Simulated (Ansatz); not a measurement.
Rows from a G0W0 calculation on WS2/WSSe (van der Waals superlattice) (P3m1) (Ansatz 0.2.0; G0W0 on PBEsol, plane waves, PAW; PAW set soft_1; 9×9×2 mesh, 107 empty bands, screening to 60 eV, PAW set soft_1 files), in eV. Spin-orbit coupling is left out.

The structure was built from a prototype and need not be the compound's stable phase.

```
row                      k  band   start       Σx  Σc at the solution      Vxc
  A  (0.111, 0.222, 0.000)    v1  11.990  -19.407               1.783  -17.886
  B  (0.111, 0.222, 0.000)    c2  14.902  -14.385              -3.743  -18.913
  C                      Γ    v1  13.419  -19.464               0.831  -19.032
  D                      Γ    c1  15.306  -13.675              -3.847  -18.333
  E  (0.111, 0.222, 0.000)    c1  14.149  -13.499              -3.374  -17.564
  F                      Γ    v2  12.211  -18.700               2.022  -16.803
```

Q: Work out each quasiparticle level and how far it moved.

The quasiparticle equation reads E = start + Σx + Σc(E) − Vxc.

```
row  E (eV)  shift (eV)
  A  12.252      +0.262
  B  15.686      +0.784
  C  13.818      +0.399
  D  16.116      +0.811
  E  14.841      +0.691
  F  12.337      +0.125
```

The gap over the computed points goes from 0.73 eV to 1.02 eV.

Limits: not at the basis limit; no spin-orbit coupling; coarse k mesh.

[Paths, hosts, dates, memory and timing lines, banners, echoed tables and standing remarks are left out of the program output.]

[Logs are printed without paths, hosts, clocks, repeated set-up lines and the standing remarks that a program may print on its own settings, such as how far it seeks lower states.]

[Runs of the session that timed out or met a known fault of the program may be left out.]

[Cells called generated may have been cut or substituted from an entry of the Crystallography Open Database or the Materials Project.]

[Hosts, paths, dates, database ids (printed as entryN), source tags and the programs' standing remarks are cut or masked in the printed files.]
